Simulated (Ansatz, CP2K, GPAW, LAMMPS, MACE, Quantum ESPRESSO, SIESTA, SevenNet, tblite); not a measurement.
# Codes compared on liquid Ge at 2600 K (66 atoms)

Wanted: errors and costs of other methods on liquid Ge at 2600 K (66 atoms). A plane-wave run serves as the reference.

Main program and level: Quantum ESPRESSO 7.5; Kohn-Sham DFT, PBE, SSSP efficiency 1.3.0 pseudopotentials, plane waves.

## Step 1: Set-up

The cell holds 66 atoms: 66 Ge. Its edges and angles: a = 11.473 Å, b = 11.473 Å, c = 11.473 Å, α = 90.0°, β = 90.0°, γ = 90.0°. 66 atoms (66 Ge) placed at random at 5.27 g/cm³, melted at 3500 K for 10 ps at fixed volume with the Tersoff potential (Tersoff, Phys. Rev. B 39, 5566 (1989)). Snapshot at the end of a hold of 5 ps at 2600 K and fixed volume.

## Step 2: Reference: Quantum ESPRESSO, plane waves

Contents of pw.in:

```
&control
  calculation = 'scf'
  pseudo_dir = './pseudo'
  outdir = './tmp'
  disk_io = 'none'
  tprnfor = .true.
  tstress = .true.
/
&system
  ibrav = 0
  nat = 66
  ntyp = 1
  ecutwfc = 45
  ecutrho = 360
  nosym = .true.
  occupations = 'smearing'
  smearing = 'fd'
  degauss = 0.003675
/
&electrons
  conv_thr = 3.3e-07
  electron_maxstep = 100
  mixing_beta = 0.2
  mixing_mode = 'local-TF'
  diagonalization = 'david'
/
ATOMIC_SPECIES
Ge 72.630 Ge.upf
CELL_PARAMETERS angstrom
11.47290 0.00000 0.00000
0.00000 11.47290 0.00000
0.00000 0.00000 11.47290
ATOMIC_POSITIONS crystal
Ge 0.03861 0.74380 0.99419
Ge 0.26621 0.05487 0.44122
Ge 0.11753 0.59678 0.11592
Ge 0.62845 0.64248 0.48673
Ge 0.01468 0.40525 0.13136
Ge 0.74698 0.18376 0.08527
Ge 0.52200 0.46127 0.09378
Ge 0.31196 0.35914 0.34983
Ge 0.45207 0.56711 0.66213
Ge 0.10266 0.31402 0.41737
Ge 0.15098 0.49643 0.53329
Ge 0.45372 0.85482 0.65170
[... 50 atom lines left out ...]
Ge 0.77129 0.61448 0.64285
Ge 0.69716 0.95650 0.14446
Ge 0.80169 0.17951 0.30231
Ge 0.17246 0.95753 0.27342
K_POINTS gamma
```

Command:

```console
> OMP_NUM_THREADS=1 mpirun -np 4 pw.x -in pw.in > output.txt
```

Output:

```text
Program PWSCF
     gamma-point specific algorithms are used
     one sub-group per band group will be used
     scalapack distributed-memory algorithm (size of sub-group:  2*  2 procs)
     Parallelization info
     sticks:   dense  smooth     PW     G-vecs:    dense   smooth      PW
     Min        3368    1685    420               293975   103978   12964
     Max        3370    1688    422               293982   103984   12970
     Sum       13477    6745   1685              1175919   415925   51867
     bravais-lattice index     =            0
     lattice parameter (alat)  =      21.6806  a.u.
     unit-cell volume          =   10190.9865 (a.u.)^3
     number of atoms/cell      =           66
     number of atomic types    =            1
     number of electrons       =       924.00
[... lines left out ...]
     scf convergence threshold =      3.3E-07
[... lines left out ...]
     number of k points=     1  Fermi-Dirac smearing, width (Ry)=  0.0037
[... lines left out ...]
     total energy              =  -14098.80969762 Ry
[... lines left out ...]
     total energy              =  -14098.58163249 Ry
[... lines left out ...]
     total energy              =  -14098.65711778 Ry
[... lines left out ...]
     total energy              =  -14098.65908851 Ry
[... lines left out ...]
     total energy              =  -14098.65908974 Ry
[... lines left out ...]
          k = 0.0000 0.0000 0.0000 ( 25934 PWs)   bands (ev):
   -16.8316 -16.8266 -16.8148 -16.8002 -16.7865 -16.7831 -16.7632 -16.7564
   -16.7368 -16.7331 -16.7252 -16.7230 -16.7113 -16.7028 -16.7016 -16.7001
   -16.6980 -16.6937 -16.6890 -16.6846 -16.6826 -16.6765 -16.6756 -16.6717
[...]
12.7524  12.8127  12.8585  12.9215  12.9503  13.0234  13.0699  13.0858
    13.1759  13.2148  13.2625  13.3202  13.3853  13.4058  13.4792  13.5463
    13.5633  13.5957
     the Fermi energy is     8.0911 ev
!    total energy              =  -14098.65909169 Ry
     estimated scf accuracy    <       0.00000007 Ry
     smearing contrib. (-TS)   =      -0.01823054 Ry
     internal energy E=F+TS    =  -14098.64086115 Ry
     The total energy is F=E-TS. E is the sum of the following terms:
     one-electron contribution =   -9439.49346957 Ry
     hartree contribution      =    5571.47023588 Ry
     xc contribution           =   -3846.82410452 Ry
     ewald contribution        =   -6383.79352294 Ry
     convergence has been achieved in  11 iterations
     Forces acting on atoms (cartesian axes, Ry/au):
     atom    1 type  1   force =     0.03126238    0.05123927    0.07652301
     atom    2 type  1   force =     0.02047162    0.00351723    0.01210181
     atom    3 type  1   force =     0.01932399   -0.01208554    0.05222842
[...]
atom   65 type  1   force =    -0.03912779   -0.03144763   -0.07130309
     atom   66 type  1   force =    -0.01296018   -0.01571279    0.02340420
     Total force =     0.491727     Total SCF correction =     0.001101
     Computing stress (Cartesian axis) and pressure
          total   stress  (Ry/bohr**3)                   (kbar)     P=       44.64
   0.00035334  -0.00001429   0.00002270           51.98       -2.10        3.34
  -0.00001429   0.00022214   0.00007932           -2.10       32.68       11.67
   0.00002270   0.00007932   0.00033486            3.34       11.67       49.26
     Message from routine punch:
     Nothing written, as per user request (disk_io='none')
```

Wall time 4.2 min (4 MPI ranks of Arm Neoverse V1, shared host); peak memory 4.6 GiB.

Banners, paths, timers and routine set-up lines are dropped from the logs unmarked, and long logs keep their key lines alone; longer cuts are marked.

Numbers from this run:

```
r.m.s. force component : 0.8985 eV/Å
longest force          : 3.647 eV/Å
pressure               : 4.464 GPa
```

## Step 3: Local order

Pair distribution function in bins of 0.2 Å:

```csv
r (Å),total
2.10,0.06
2.30,0.87
2.50,2.83
2.70,1.65
2.90,0.57
3.10,0.34
3.30,0.50
3.50,0.95
3.70,1.34
3.90,1.11
4.10,1.34
4.30,1.33
4.50,1.23
4.70,0.85
4.90,0.80
5.10,0.78
5.30,0.86
5.50,0.94
```

Bonds by pair of elements; cutoffs follow the first minimum of g(r), held within bounds set by covalent radii, and pairs that aren't listed don't count as bonded (cutoffs were set anew for this text, so counts can differ from the run's own analysis):

```csv
pair A-B,cutoff (Å),bonds,mean length (Å),spread (Å),shortest (Å),B about A,A about B
Ge-Ge,3.02,142,2.58,0.168,2.17,4.30,4.30
```

How many atoms have how many bonded neighbours:

```csv
element,mean,3,4,5,6
Ge,4.30,3,43,17,3
```

Rings of the network by King's shortest-path rule, up to 12 atoms, one path for each pair of neighbours; H, halogens, alkali and alkaline-earth atoms are left out, and the last column divides by all other atoms, bonded or not:

```csv
ring size (atoms),rings,per network atom
3,5,0.076
4,18,0.273
5,46,0.697
6,53,0.803
7,46,0.697
8,9,0.136
```

## Step 4: What was run beside it

The programs:
- CP2K 2026.2: Gaussian basis with GTH pseudopotentials and a plane-wave density; labels give functional, basis (MOLOPT sets; SR short-range, UZH the newer set with its own potentials), grid cutoff/relative cutoff and solver (OT: orbital transformation; TRS4, TC2, SIGN: linear-scaling purification with its sparsity filter), or its built-in tight binding.
- GPAW 26.7.0: PAW with atomic orbitals (LCAO), plane waves or a real-space grid of spacing h.
- MACE: machine-learned potential, published weights.
- SIESTA 5.4.2: numerical atomic orbitals, whose automatically made sets are far from complete, with PseudoDojo norm-conserving potentials that we converted to its format (checked against plane waves on the same files for H, C, O, Si, Ge and Ca alone); labels give functional, basis size, energy shift and mesh cutoff.
- SevenNet: machine-learned potential, published weights.
- tblite 0.8.0: extended tight binding, driven from Python.

All use the same cell and atoms; the electronic-structure runs use the same k-mesh, and an electronic temperature of 580 K (0.05 eV) where levels are smeared.

Differences are against the plane-wave reference, forces as r.m.s. over components; share is that over the reference's r.m.s. force, slope the least-squares factor from reference forces to these. Total energies of different programs have different zeros and aren't compared.

```csv
run,"Δ force, r.m.s. (meV/Å)",share (%),slope,Δ pressure (GPa),cores,CPU time,memory (GiB)
reference,-,-,-,-,4,17 min,4.6
"CP2K PBE+D3(BJ), DZVP-UZH, 350/50 Ry, diagonalisation",102,11.4,0.957,-0.362,2,2.7 min,2.2
"CP2K PBE, DZVP-UZH, 122/50 Ry, diagonalisation (coarse)",37.9,4.22,0.994,0.915,2,1.7 min,0.79
"CP2K PBE, DZVP-UZH, 175/50 Ry, diagonalisation (coarse)",38,4.23,0.994,0.915,2,1.9 min,1.1
"CP2K PBE, DZVP-UZH, 350/50 Ry, diagonalisation",38.0,4.23,0.994,0.915,2,2.6 min,2.2
"CP2K PBE, DZVP-UZH, 350/70 Ry, diagonalisation",38.0,4.23,0.994,0.915,2,3.4 min,2.2
"CP2K PBE, TZV2P-UZH, 350/50 Ry, diagonalisation",22.5,2.51,0.996,0.620,4,7.9 min,5.0
"CP2K PBE, TZVP-UZH, 350/50 Ry, diagonalisation",34.2,3.81,1.001,0.696,4,3 min,3.9
"CP2K RPBE, PBE potentials, DZVP-UZH, 350/50 Ry, diagonalisation",39.7,4.42,0.990,1.29,2,2.6 min,2.2
"CP2K r2SCAN, SCAN potentials, DZVP-UZH(SCAN), 600/50 Ry, diagonalisation",239,26.6,0.857,-4.94,2,8.6 min,4.8
"GPAW PBE, LCAO dzp, h 0.2 Å",101,11.3,1.095,-,1,4.3 min,1.4
"GPAW PBE, LCAO dzp, h 0.2 Å, other mixer settings",101,11.3,1.094,-,1,5.2 min,1.3
"GPAW PBE, LCAO sz(dzp), h 0.2 Å (coarse)",335,37.3,1.305,-,1,70 s,1.0
MACE MPA-0 medium potential,207,23.0,0.975,-0.762,1,8.4 s,0.79
"SIESTA PBE, TZP, shift 0.01 Ry, mesh 300 Ry",159,17.6,1.111,1.95,2,8.4 min,1.8
SevenNet 0 potential,234,26.0,0.915,-1.30,1,8.2 s,0.7
SevenNet l3i5 potential,236,26.3,0.939,-1.39,1,10 s,0.97
tblite GFN1-xTB,328,36.6,0.857,0.464,1,7.5 s,0.14
```

Rows marked coarse were listed beforehand as settings not expected to be converged; some can still land near the reference.

Times of the machine-learned potentials are mostly Python's start and the loading of weights.

CPU time is summed over cores on a shared host, where runs went side by side, so it is rough. Symmetry, cutoffs, thresholds, outputs and thread counts weren't matched or tuned between programs; memory under MPI is the largest rank's times the ranks.

Runs without a result: CP2K GFN1-xTB, diagonalisation (not converged).

Within one program, basis, potentials and functional, energies share a zero. Each run against its twin at the usual cutoff or grid and solver:

```csv
run,twin,Δ energy (meV/atom),"Δ force, r.m.s. (meV/Å)",CPU time over the twin's
"CP2K PBE, DZVP-UZH, 122/50 Ry, diagonalisation","DZVP-UZH, 350/50 Ry, diagonalisation",0.0092,0.773,0.65
"CP2K PBE, DZVP-UZH, 175/50 Ry, diagonalisation","DZVP-UZH, 350/50 Ry, diagonalisation",6.0e-4,0.128,0.75
"CP2K PBE, DZVP-UZH, 350/70 Ry, diagonalisation","DZVP-UZH, 350/50 Ry, diagonalisation",0,0,1.3
"GPAW PBE, LCAO dzp, h 0.2 Å, other mixer settings","LCAO dzp, h 0.2 Å",0,1.54,1.2
```

## Step 5: Outcome

```
reference r.m.s. force component                       : 0.898 eV/Å
nearest in forces                                      : CP2K PBE, TZV2P-UZH, 350/50 Ry, diagonalisation, 2.5 %
farthest in forces                                     : a tie at 37 % of 2 runs: GPAW PBE, LCAO sz(dzp), h 0.2 Å (coarse); tblite GFN1-xTB
cheapest electronic-structure run beside the reference : tblite GFN1-xTB, 7.5 s of CPU time
```

**Reading.** The PBE runs in local orbitals, coarse settings apart, differ by 2.5 % (CP2K PBE, TZV2P-UZH, 350/50 Ry, diagonalisation) to 18 % (SIESTA PBE, TZP, shift 0.01 Ry, mesh 300 Ry); basis, grid and potentials can all enter. Tight binding differs by 37 % (tblite GFN1-xTB); it is another model, with fitted parameters of its own, and the xTB methods hold dispersion. Machine-learned potentials differ by 23 % (MACE MPA-0 medium potential) to 26 % (SevenNet l3i5 potential); they were trained on other programs' data. Rows with another functional or a dispersion term differ by 4.4 % (CP2K RPBE, PBE potentials, DZVP-UZH, 350/50 Ry, diagonalisation) to 27 % (CP2K r2SCAN, SCAN potentials, DZVP-UZH(SCAN), 600/50 Ry, diagonalisation), which mixes the change of model with differences of basis and potentials, some of them made for another functional. Runs with settings chosen to be coarse differ by 4.2 % (CP2K PBE, DZVP-UZH, 122/50 Ry, diagonalisation) to 37 % (GPAW PBE, LCAO sz(dzp), h 0.2 Å), their programs' other errors included. Of the electronic-structure runs that take under half the reference's CPU time, CP2K PBE, TZV2P-UZH, 350/50 Ry, diagonalisation comes nearest, at 2.5 % in 7.9 min against 17 min. GPAW PBE, LCAO sz(dzp), h 0.2 Å stiffens the forces by a factor of 1.31 while following their directions (correlation 0.987); the slopes of the 3 GPAW runs lie between 1.09 and 1.31. In pressure, SIESTA PBE, TZP, shift 0.01 Ry, mesh 300 Ry misses by +1.9 GPa, at the same functional. In the reference: levels near the Fermi energy are neither full nor empty under the smearing, so no gap is quoted. In the reference: the first peak of g(r) lies near 2.5 Å. Periodic xTB results under one method name differ between programs and library versions. The potentials hold different valence shells: 924 electrons in the reference, 264 in CP2K with TZV2P-UZH and 264 in GPAW; this bears on time and differences. GPAW's setups keep the filled d shell of Ge in the core. The reference's pressure holds the uncorrected Pulay stress of its 45 Ry basis, so small pressure differences, and their order, may be the reference's own error. The frame stands for 2600 K, but pressures are static and levels are smeared at 580 K, under the temperature of the frame, which matters where levels are partly filled. Machine-learned potentials mimic data converged in k, so the reference's own k-point error enters their differences. The network of bonds at the start is that of the classical potential that made the cell, and needn't be the one that DFT or experiment would give. The electronic-structure runs sample only Γ, in a cell whose shortest periodic width is 11 Å, which is coarse for a cell with partly filled levels.

[Also dropped from logs without a mark: logging warnings of Python, and SIESTA's first energy breakdown and zero terms.]

[Logs are printed without paths, hosts, clocks, repeated set-up lines and the standing remarks that a program may print on its own settings, such as how far it seeks lower states.]

[Hosts, paths, dates, database ids (printed as entryN), source tags and the programs' standing remarks are cut or masked in the printed files.]
